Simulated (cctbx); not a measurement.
**What is wrong with this refinement?**

Cell a = 19.3470 Å, b = 4.0050 Å, c = 9.4690 Å, α = 90.00°, β = 103.63°, γ = 90.00°; space group C2/m (no. 12).

Simulated single-crystal data (cctbx): Ag Kα, λ = 0.56087 Å, to d = 0.7 Å, 80 % of the full sphere, strongest reflection 70000 counts, noise from counting, a 1.5 % proportional error and a noise floor of 2 counts (s.d.); no absorption.

An anisotropic refinement with weights 1/σ² prints:

```text
Rint 0.014, 1218 unique reflections to 0.70 A
cycle     R1     wR2    GooF  max shift (A)
   1  0.0962  0.2198  12.965   0.02832
   2  0.0922  0.1960  11.559   0.00029
final R1 0.0922 wR2 0.1960 GooF 11.559  parameters 40  data/parameter 30.4
atom        x        y        z      Ueq    occ   su(xyz)  su(Uiso or U11)
Tl1    0.21309  0.50000  0.33632   0.0067  1.000  0.00008  0.0004
In1    0.00000  0.00000  0.00000   0.0119  1.000  0.00000  0.0010
In2    0.14569  0.50000  0.90322   0.0142  1.000  0.00019  0.0008
S1     0.33606  0.50000  0.51919   0.0229  1.000  0.00077  0.0030
S2     0.26068  0.50000  0.84409   0.0240  1.000  0.00085  0.0031
S3     0.08474  0.50000  0.12792   0.0156  1.000  0.00068  0.0026
S4     0.42971  0.50000  0.21398   0.0232  1.000  0.00072  0.0033
difference map: max 62.47 min -1.71 rms 1.15
Q1    0.0000  0.5000  0.5000    2   62.47  3.39 A from S4
Q2    0.2137  0.5000  0.3416    4   11.12  0.05 A from Tl1
Q3    0.0736  0.0000  0.8159    4    7.17  0.27 A from S4
Q4    0.0000  0.0000  0.0000    2    3.56  0.00 A from In1
Q5    0.1450  0.5000  0.8986    4    3.10  0.04 A from In2
Q6    0.2269  0.0000  0.1386    4    2.01  0.26 A from S2
```

**Question.** Can this result stand? If not, what is the likely fault?

Mend it. The fault: an atom left out, K at (0, 1/2, 1/2). Against the right model at the same level, R1 goes from 0.0067 to 0.0922 and GooF from 0.93 to 11.56 and the top difference peak, 62.5 e/Å³, lies 3.39 Å from S4. Q1 is the missing atom. With scattering power missing, scale and phases suffer, so peaks may also grow on the heavy atoms.

The compound is KTl2In3S8. The right model at the same level gives:

```text
Rint 0.014, 1218 unique reflections to 0.70 A
cycle     R1     wR2    GooF  max shift (A)
   1  0.0321  0.0866   5.114   0.00720
   2  0.0067  0.0157   0.930   0.00004
final R1 0.0067 wR2 0.0157 GooF 0.930  parameters 44  data/parameter 27.7
atom        x        y        z      Ueq    occ   su(xyz)  su(Uiso or U11)
Tl1    0.21310  0.50000  0.33640   0.0077  1.000  0.00001  0.0000
In1    0.00000  0.00000  0.00000   0.0132  1.000  0.00000  0.0001
In2    0.14569  0.50000  0.90320   0.0157  1.000  0.00002  0.0001
K1     0.00000  0.50000  0.50000   0.0218  1.000  0.00000  0.0003
S1     0.33600  0.50000  0.51909   0.0241  1.000  0.00006  0.0002
S2     0.26116  0.50000  0.84478   0.0247  1.000  0.00007  0.0003
S3     0.08477  0.50000  0.12791   0.0170  1.000  0.00006  0.0002
S4     0.42950  0.50000  0.21105   0.0212  1.000  0.00006  0.0003
difference map: max 0.42 min -0.39 rms 0.09
Q1    0.1286  0.0000  0.5141    4    0.44  0.82 A from S1
Q2    0.0503  0.0000  0.6935    4    0.37  0.90 A from S4
Q3    0.0000  0.0000  0.5000    2    0.36  2.00 A from K1
Q4    0.1418  0.5000  0.5428    4    0.33  2.16 A from S1
Q5    0.2117  0.3131  0.7196    8    0.32  1.53 A from S2
Q6    0.9974  0.0000  0.2975    4    0.32  1.37 A from S4
```

Isotropic U is held between 0.0001 and 1 Å² by the program, and listed peak heights are interpolated, so they can pass the grid's maximum.

The model is made up (kin elements in a known structure type, no relaxation), so it says nothing on whether the phase exists.

[Middle refinement cycles are left out of these outputs.]

[Logs are printed without paths, hosts, clocks, repeated set-up lines and the standing remarks that a program may print on its own settings, such as how far it seeks lower states.]
